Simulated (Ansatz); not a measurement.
**ReS2 (1H sheet): how robust is the cRPA U?**

Aim: hold the target of a cRPA run on ReS2 (1H sheet) and move one thing at a time.

Main program and level: Ansatz 0.2.0; constrained RPA on LDA, plane waves, PAW.

**1. Set-up**

The cell holds 3 atoms: 1 Re and 2 S. Cell: a = 2.983 Å, b = 2.983 Å, c = 30.263 Å, α = 90.0°, β = 90.0°, γ = 120.0°. Vacuum lies along c.

The structure was relaxed with LDA. The structure was generated from a model, not taken from a measurement. The runs that relaxed it are not among those shown. The program's search for lower electronic states was switched off, so nothing shows that the state found is the lowest. Spin-orbit coupling is left out unless a step names it. The default PAW set here is soft_2. Its files were made with PBE. The Coulomb interaction is cut off across the vacuum.

**2. Base: Re d + anion p, bands v8 to c3, 6×6×1 mesh, medium accuracy**

Constrained RPA screens the interaction with every transition except those inside the target bands, which a later many-body model would treat itself.

Contents of input.yaml:

```yaml
crystal:
  lattice:
    - [-2.58324544, 1.49143745, 0.0]
    - [0.0, -2.9828749, 0.0]
    - [0.0, 0.0, 30.26341314]
  atoms:
    - { symbol: Re, position: [0.0, 0.0, 0.3124002101] }
    - { symbol: S, position: [0.3333333333, 0.6666666667, 0.367290265] }
    - { symbol: S, position: [0.3333333333, 0.6666666667, 0.2575101552] }
  periodic: [true, true, false]
kpoints:
  mp_grid: { grid: [12, 12, 1] }
hamiltonian:
  xc: lda
scf:
  occupations: { method: gaussian, width: 0.08 }
  n_extra_bands: 19
  max_iter: 150
  lower_state_search: "off"
output:
  crpa:
    kmesh: [6, 6, 1]
    target_bands: [v8, c3]
    projections: [{ species: Re, l: d, shell: 5 }, { species: S, l: p, shell: 3 }]
  local_orbitals:
    kmesh: [12, 12, 1]
    orbitals: [{ species: Re, l: d, shell: 5 }, { species: S, l: p, shell: 3 }]
    window: { bands: [v8, c3] }
    seedname: lo
```

The run is started by

```sh
$ ansatz run input.yaml --threads 4 --pin off --max-ram 14745MiB --backend cpu --events-out ev --progress --plain --runs-dir out
```

Numbers of over 12 decimals in the logs are rounded to 6 here.

The log of the run:

```text
scf.n_extra_bands = 19 over 14 filled bands (N_el = 27.0): the run solves 33 bands
Engine: ansatz 0.2.0, aarch64-unknown-linux-gnu
Pseudopotentials: kind: paw
Pseudopotential: Re, paw, valence charge 15, recommended cutoff 420 eV (normal), Re.paw.azcp
Pseudopotential: S, paw, valence charge 6, recommended cutoff 420 eV (normal), S.paw.azcp
Functional definition: SPW92
  exchange = slater_x
  correlation = pw_c
Crystal: 3 atoms, lattice volume = 233.195 Å³
Basis set: ecut = 420 eV, 4433 PW (Γ)
Bands: 33, of which v1, the nominal top of the filled ones, is band 14 counted from 1 (13 counted from 0)
Symmetry: 12 space group operations
Space group: P-6m2 (ITA 187), of the structure as read, at distance tolerance 6.2e-5 Å
k-points: 19 of 144 (time reversal used)
Non-local potential: Re, projectors of the file, l = 0: 3, l = 1: 2, l = 2: 2, l = 3: 1
Non-local potential: S, projectors of the file, l = 0: 2, l = 1: 2, l = 2: 2
PAW form: soft (Blöchl's): semilocal exchange-correlation on the pseudo side does not see the compensation charge
PAW frozen core: Re, regenerated for the run's functional, and the local potential with it (the file was generated under x = pbe(κ = 0.804, μ = 0.219515), c = pbe(β = 0.066725))
PAW frozen core: S, regenerated for the run's functional, and the local potential with it (the file was generated under x = pbe(κ = 0.804, μ = 0.219515), c = pbe(β = 0.066725))
PAW one-centre angular grid: Re, 590 points (default); XC on 64 Gauss nodes
PAW one-centre angular grid: S, 110 points (default); XC on 64 Gauss nodes
Initial density: superposition of atomic densities (neutral atoms: chi_scale 0, normalization atom), corrected by the library's trained network
Initial wavefunctions: pseudopotential atomic-orbital guess
Functional: x = slater, c = lda
SCF iter   1: F=—  HF=-12347.648814 eV  |F-HF|=—  |Δ(HF+E_count)|=         —  Δρ=4.86e-3  dr2=3.84e-2  ethr=1.77e-3  ⟨swp⟩=13.2  Hψ=5768  notcnv=0  defer=143
preconditioner: auto → LDOS  [insulator: Δε(μ)=0.102 eV  Ē_g=14.490 eV  σ=0.080 eV  W_gap=0.62  n_scr=18 (ndim 8)  ℏωp=10.6 eV  f_vac=0.756  D(μ)=1.58/eV (n_scr^D=10)  ε∞_Penn≈1.5  β→1.0]
SCF iter   2: F=—  HF=-12347.645789 eV  |F-HF|=—  |Δ(HF+E_count)|=   3.03e-3  Δρ=1.57e-3  dr2=8.68e-3  ethr=1.42e-4  ⟨swp⟩=3.6  Hψ=1325  notcnv=0  defer=269
SCF iter   3: F=—  HF=-12347.643858 eV  |F-HF|=—  |Δ(HF+E_count)|=   1.93e-3  Δρ=6.12e-4  dr2=1.28e-3  ethr=3.22e-5  ⟨swp⟩=3.7  Hψ=859  notcnv=0  defer=269
SCF iter   4: F=—  HF=-12347.643506 eV  |F-HF|=—  |Δ(HF+E_count)|=   3.52e-4  Δρ=1.44e-4  dr2=7.18e-5  ethr=4.73e-6  ⟨swp⟩=3.5  Hψ=730  notcnv=0  defer=269
SCF iter   5: F=—  HF=-12347.643500 eV  |F-HF|=—  |Δ(HF+E_count)|=   6.13e-6  Δρ=2.41e-5  dr2=2.66e-6  ethr=2.66e-7  ⟨swp⟩=3.4  Hψ=792  notcnv=0  defer=269
[...]
cRPA screening: q 29/36 (q-point 18)
cRPA screening: q 31/36 (q-point 19)
cRPA screening: q 33/36 (q-point 20)
SCF converged after 7 iterations
Free energy (F): -12347.643499 eV
Harris-Foulkes:  -12347.643499 eV  (|F-HF|=6.08e-9)
Internal energy: -12347.637957 eV  (E = F + TS)
E sigma→0 (E₀):  -12347.640728 eV
Entropy (-TS):   -0.005543 eV (-1.848 meV/atom)
Fermi energy:    -4.552449 eV
--- Per-component energies (eV) ---
  E_band       = -680.626815
  E_kinetic    = 759.365692
  E_local      = -54065.969898  (includes V_loc(G=0)·N_el)
  E_nonlocal   = 114.122769
  E_hartree    = 26576.265846
  E_xc         = -594.372215
  E_vxc        = -481.494955  (∫ρ·V_xc dr)
  E_paw        = -9539.451663  (= ΣΔE_a)
  E_vpaw       = -159.203049  (= ΣTr[D̂ρ^β])
  E_aug_tail   = -0.000076  (compensation charges beyond the density's cutoff)
  E_ewald      = 24401.776118
  E_core_change = 0.625471  (= ΣΔE_core)
  E_smearing   = -0.005543  (= −TS)
  E_closure    = 0.000000  (closes the sum)
  Σ components = -12347.643499   (vs F -12347.643499, Δ=0.00e0)
--- Band table (eV; the first three rows and the last of 19) ---
  k-point 0: bands = [... 10 lower, -7.7838, -7.6832, -7.6832, -3.2460, -3.2460, -3.1978, -3.1978, -0.8684, ... 15 higher]
  k-point 1: bands = [... 10 lower, -7.8847, -7.7652, -7.6186, -3.6855, -3.4855, -3.3526, -3.0687, -0.6433, ... 15 higher]
  k-point 2: bands = [... 10 lower, -8.3541, -7.8084, -7.7503, -4.5256, -3.7224, -3.6996, -2.6944, -0.1984, ... 15 higher]
  k-point 18: bands = [... 10 lower, -10.0186, -9.2437, -6.8868, -4.4507, -4.2158, -2.9686, -1.0083, -0.2885, ... 15 higher]
  the weakly bound empty levels are not read free of the cell's end (no_gap_told)
--- cRPA (band scheme, projected local orbitals): target bands 7..17 (1-based), 11 Wannier function(s), 6×6×1 mesh, 34 bands' worth read of 39 solved, ecut_chi 136.0 eV, v(q+G=0) probe_charge, pair densities all_electron ---
  χ-basis size per q: N_G = 811..855
  window electrons = 15.0000, filled by tetrahedron_uncorrected; constrained ε̄⁻¹(q = 0, 0) head = 0.780593; min gauge Gram eig = 0.5878
  Kanamori averages over each shell's own Wannier functions (sites counted from 0, functions from 1):
  Each shell's averages of U are screened by what lies outside the whole window alone: parameters of one model of all the shells.
    Site 0, 5D, 5 of 5 d orbitals (Wannier functions 1, 2, 3, 4, 5; wannier90's mr 1, 2, 3, 4, 5):
      screened: U = 5.7282 eV, U' = 5.0203 eV, J = 0.3749 eV
      screened, to within: U = 1.5e-2 eV, U' = 1.5e-2 eV, J = 5.5e-4 eV
      bare: V = 12.8899 eV, V' = 11.9357 eV, J = 0.5047 eV
    Site 1, 3P, 3 of 3 p orbitals (Wannier functions 6, 7, 8; wannier90's mr 1, 2, 3):
      screened: U = 6.1562 eV, U' = 5.2575 eV, J = 0.4689 eV
      screened, to within: U = 1.5e-2 eV, U' = 1.5e-2 eV, J = 7.1e-4 eV
      bare: V = 12.4187 eV, V' = 11.0652 eV, J = 0.7103 eV
    Site 2, 3P, 3 of 3 p orbitals (Wannier functions 9, 10, 11; wannier90's mr 1, 2, 3):
      screened: U = 6.1562 eV, U' = 5.2575 eV, J = 0.4689 eV
      screened, to within: U = 1.5e-2 eV, U' = 1.5e-2 eV, J = 7.1e-4 eV
      bare: V = 12.4187 eV, V' = 11.0652 eV, J = 0.7103 eV
  Hermiticity witness max|P − P†| over intra, direct and exchange elements: 1.24e-14 eV (screened), 1.78e-15 eV (bare)
  Reality witness max|Im| over intra, direct and exchange elements: 5.29e-9 eV (screened), 7.85e-12 eV (bare)
```

Run time: 5.6 min. Hardware: 4 threads of Arm Neoverse V1, shared host; peak memory 1.8 GiB.

Reading the cycles: dr2 is the Hartree energy of the density residual (eV), the measure of convergence; HF is the Harris–Foulkes estimate of the energy, which meets the free energy F at convergence.

This step gave:

| Quantity | Value |
| --- | --- |
| U | 5.728 eV |
| U prime (inter-orbital) | 5.020 eV |
| J | 0.3749 eV |
| bare V | 12.89 eV |
| bare J | 0.5047 eV |
| stated bound on U | 0.01468 eV |
| U over bare V | 0.4444 |
| electrons in the window | 15.00 |
| head of the constrained inverse dielectric matrix | 0.7806 |
| least eigenvalue of the projection's overlap | 0.5878 |
| target functions | 11 |
| bands in the sums | 34 |
| r.m.s. miss of the model bands | 0.001221 eV |
| width of the target bands | 12.40 eV |
| weight of the projected orbitals in the window | 0.9225 |

On the Re d shell, screening brings the on-site interaction from 12.9 eV down to U = 5.73 eV.

**3. Changed: 9×9×1 mesh**

input.yaml, the sections that differ from step 2:

```yaml
output:
  crpa:
    kmesh: [9, 9, 1]
    target_bands: [v8, c3]
    projections: [{ species: Re, l: d, shell: 5 }, { species: S, l: p, shell: 3 }]
# crystal, kpoints, hamiltonian, scf: as in step 2
```

The log of the run:

```text
[...]
Crystal: 3 atoms, lattice volume = 233.195 Å³
Basis set: ecut = 420 eV, 4433 PW (Γ)
Bands: 33, of which v1, the nominal top of the filled ones, is band 14 counted from 1 (13 counted from 0)
Symmetry: 12 space group operations
[...]
k-points: 19 of 144 (time reversal used)
[...]
SCF iter   1: F=—  HF=-12347.648814 eV  |F-HF|=—  |Δ(HF+E_count)|=         —  Δρ=4.86e-3  dr2=3.84e-2  ethr=1.77e-3  ⟨swp⟩=13.2  Hψ=5768  notcnv=0  defer=143
[...]
SCF iter   7: F=-12347.643499 eV  HF=-12347.643499 eV  |F-HF|=6.08e-9  |Δ(HF+E_count)|=   7.58e-9  Δρ=1.24e-6  dr2=1.43e-8  ethr=3.70e-10  ⟨swp⟩=20.9  Hψ=6463  notcnv=0
SCF 1 converged in 7 iterations: F = -12347.643499 eV  dr2 = 1.43e-8
[...]
NSCF: frozen V_eff on 12 k-points
[...]
cRPA screening: q 1/81
cRPA screening: q 2/81
cRPA screening: q 4/81 (q-point 3)
cRPA screening: q 6/81 (q-point 4)
[...]
k-point 2: bands = [... 10 lower, -8.3541, -7.8084, -7.7503, -4.5256, -3.7224, -3.6996, -2.6944, -0.1984, ... 15 higher]
  k-point 18: bands = [... 10 lower, -10.0186, -9.2437, -6.8868, -4.4507, -4.2158, -2.9686, -1.0083, -0.2885, ... 15 higher]
  the weakly bound empty levels are not read free of the cell's end (no_gap_told)
[...]
χ-basis size per q: N_G = 813..859
[...]
screened: U = 5.7411 eV, U' = 5.0336 eV, J = 0.3748 eV
      screened, to within: U = 1.4e-2 eV, U' = 1.4e-2 eV, J = 5.4e-4 eV
      bare: V = 12.8742 eV, V' = 11.9206 eV, J = 0.5047 eV
    Site 1, 3P, 3 of 3 p orbitals (Wannier functions 6, 7, 8; wannier90's mr 1, 2, 3):
      screened: U = 6.1511 eV, U' = 5.2529 eV, J = 0.4685 eV
      screened, to within: U = 1.3e-2 eV, U' = 1.3e-2 eV, J = 6.8e-4 eV
      bare: V = 12.3966 eV, V' = 11.0443 eV, J = 0.7096 eV
    Site 2, 3P, 3 of 3 p orbitals (Wannier functions 9, 10, 11; wannier90's mr 1, 2, 3):
      screened: U = 6.1511 eV, U' = 5.2529 eV, J = 0.4685 eV
      screened, to within: U = 1.3e-2 eV, U' = 1.3e-2 eV, J = 6.8e-4 eV
      bare: V = 12.3966 eV, V' = 11.0443 eV, J = 0.7096 eV
[...]
[key lines of the parts left out:]
SCF converged after 7 iterations
Free energy (F): -12347.643499 eV
Fermi energy:    -4.552449 eV
```

Elapsed: 23 min, on 4 threads; peak memory 2 GiB.

Numbers from this step:

```yaml
u: 5.741 eV
u_prime_inter_orbital: 5.034 eV
j: 0.3748 eV
bare_v: 12.87 eV
bare_j: 0.5047 eV
stated_bound_on_u: 0.01366 eV
u_over_bare_v: 0.4459
electrons_in_the_window: 15.00
head_of_the_constrained_inverse_dielectric_matrix: 0.8008
least_eigenvalue_of_the_projection_s_overlap: 0.5937
target_functions: 11
bands_in_the_sums: 34
width_of_the_target_bands: 12.40 eV
weight_of_the_projected_orbitals_in_the_window: 0.9225
```

On the Re d shell, screening brings the on-site interaction from 12.9 eV down to U = 5.74 eV.

**4. Changed: sums over states on smooth products**

input.yaml: that of step 3 with these lines changed.

```diff
@@ -21,4 +21,8 @@
   crpa:
-    kmesh: [9, 9, 1]
+    kmesh: [6, 6, 1]
     target_bands: [v8, c3]
     projections: [{ species: Re, l: d, shell: 5 }, { species: S, l: p, shell: 3 }]
+    accuracy: sum_over_states
+    pair_densities: pseudo
+    n_empty_bands: 28
+    ecut_chi: 136
```

The log of the run:

```text
[...]
Crystal: 3 atoms, lattice volume = 233.195 Å³
Basis set: ecut = 420 eV, 4433 PW (Γ)
Bands: 33, of which v1, the nominal top of the filled ones, is band 14 counted from 1 (13 counted from 0)
Symmetry: 12 space group operations
[...]
k-points: 19 of 144 (time reversal used)
[...]
screened: U = 6.1823 eV, U' = 5.3316 eV, J = 0.4529 eV
      bare: V = 12.8899 eV, V' = 11.9357 eV, J = 0.5047 eV
    Site 1, 3P, 3 of 3 p orbitals (Wannier functions 6, 7, 8; wannier90's mr 1, 2, 3):
      screened: U = 6.5911 eV, U' = 5.5101 eV, J = 0.5634 eV
      bare: V = 12.4187 eV, V' = 11.0652 eV, J = 0.7103 eV
    Site 2, 3P, 3 of 3 p orbitals (Wannier functions 9, 10, 11; wannier90's mr 1, 2, 3):
      screened: U = 6.5911 eV, U' = 5.5101 eV, J = 0.5634 eV
      bare: V = 12.4187 eV, V' = 11.0652 eV, J = 0.7103 eV
[...]
[key lines of the parts left out:]
SCF converged after 7 iterations
Free energy (F): -12347.643499 eV
Fermi energy:    -4.552449 eV
```

It took 27 s on 4 threads; peak memory 0.7 GiB; 1.7 min of CPU time.

This variant gives U = 6.18 eV against 5.73 eV. It is a finite sum over empty states with no bound on its error and stays out of the table below.

**5. Changed: accuracy low**

input.yaml: that of step 4 with these lines changed.

```diff
@@ -24,5 +24,2 @@
     projections: [{ species: Re, l: d, shell: 5 }, { species: S, l: p, shell: 3 }]
-    accuracy: sum_over_states
-    pair_densities: pseudo
-    n_empty_bands: 28
-    ecut_chi: 136
+    accuracy: low
```

The log of the run:

```text
[...]
Crystal: 3 atoms, lattice volume = 233.195 Å³
Basis set: ecut = 420 eV, 4433 PW (Γ)
Bands: 33, of which v1, the nominal top of the filled ones, is band 14 counted from 1 (13 counted from 0)
Symmetry: 12 space group operations
[...]
k-points: 19 of 144 (time reversal used)
[...]
screened: U = 6.1260 eV, U' = 5.2302 eV, J = 0.4674 eV
      screened, to within: U = 2.1e-1 eV, U' = 2.1e-1 eV, J = 1.0e-2 eV
      bare: V = 12.4187 eV, V' = 11.0652 eV, J = 0.7103 eV
    Site 2, 3P, 3 of 3 p orbitals (Wannier functions 9, 10, 11; wannier90's mr 1, 2, 3):
      screened: U = 6.1260 eV, U' = 5.2302 eV, J = 0.4674 eV
      screened, to within: U = 2.1e-1 eV, U' = 2.1e-1 eV, J = 1.0e-2 eV
      bare: V = 12.4187 eV, V' = 11.0652 eV, J = 0.7103 eV
[...]
[key lines of the parts left out:]
SCF converged after 7 iterations
Free energy (F): -12347.643499 eV
Fermi energy:    -4.552449 eV
```

It took 2.8 min on 4 threads; peak memory 1.8 GiB; 11 min of CPU time.

Numbers from this step:

```
U                                                 : 5.689 eV
U prime (inter-orbital)                           : 4.984 eV
J                                                 : 0.3730 eV
bare V                                            : 12.89 eV
bare J                                            : 0.5047 eV
stated bound on U                                 : 0.2075 eV
U over bare V                                     : 0.4413
electrons in the window                           : 15.00
head of the constrained inverse dielectric matrix : 0.7806
least eigenvalue of the projection's overlap      : 0.5878
target functions                                  : 11
bands in the sums                                 : 34
width of the target bands                         : 12.40 eV
weight of the projected orbitals in the window    : 0.9225
```

On the Re d shell, screening brings the on-site interaction from 12.9 eV down to U = 5.69 eV.

**6. Changed: a wide Fermi-Dirac smearing**

input.yaml: that of step 5 with these lines changed.

```diff
@@ -15,3 +15,3 @@
 scf:
-  occupations: { method: gaussian, width: 0.08 }
+  occupations: { method: fermi_dirac, width: 0.5 }
   n_extra_bands: 19
@@ -24,2 +24 @@
     projections: [{ species: Re, l: d, shell: 5 }, { species: S, l: p, shell: 3 }]
-    accuracy: low
```

The log of the run:

```text
scf.n_extra_bands = 19 over 14 filled bands (N_el = 27.0): the run solves 33 bands
Engine: ansatz 0.2.0, aarch64-unknown-linux-gnu
Pseudopotentials: kind: paw
Pseudopotential: Re, paw, valence charge 15, recommended cutoff 420 eV (normal), Re.paw.azcp
Pseudopotential: S, paw, valence charge 6, recommended cutoff 420 eV (normal), S.paw.azcp
Functional definition: SPW92
  exchange = slater_x
  correlation = pw_c
Crystal: 3 atoms, lattice volume = 233.195 Å³
Basis set: ecut = 420 eV, 4433 PW (Γ)
[...]
Error: refused after 6 iterations: slab_electrons_in_vacuum = 1.03e-6 (threshold 1.00e-6); electrons that its smearing lays highest leave the slab for the vacuum on both its sides, from a quarter of the vector that does not repeat out to the cut: the least energy of a wave there at their k-point stands 0.4 eV under their level, and 1.03e-6 e/Å² of theirs stand a quarter out or further, so that the energy and levels can hang on that vector's length. Under a cutoff below the recommended one the basis itself can leave a density there or draw electrons out: first raise basis.ecutwfc. Narrow scf.occupations.width, or fill by another scf.occupations.method. [rest of the remark cut]
```

Wall time 6 s (4 threads); peak memory 0.55 GiB.

Residual by cycle:

cycle, log10 residual and a bar from the least value:
```
        1       -1.3 ##############################
        2       -2.0 ##########################
        3       -2.9 ######################
        4       -4.5 ##############
        5       -5.8 #######
        6       -7.2
```

The run ended with an error.

After 6 cycles the residual stands at 7.0e-8.

The program's message: “Error: refused after 6 iterations: slab_electrons_in_vacuum = 1.03e-6 (threshold 1.00e-6); electrons that its smearing lays highest leave the slab for the vacuum on both its sides, from a quarter of t …”

The fault put into this input: a wide Fermi-Dirac smearing.

(Part 1 of 2 ends here.)

[Paths, hosts, dates, memory and timing lines, banners, echoed tables and standing remarks are left out of the program output.]

[Logs are printed without paths, hosts, clocks, repeated set-up lines and the standing remarks that a program may print on its own settings, such as how far it seeks lower states.]

[Runs of the session that timed out or met a known fault of the program may be left out.]

[Hosts, paths, dates, database ids (printed as entryN), source tags and the programs' standing remarks are cut or masked in the printed files.]
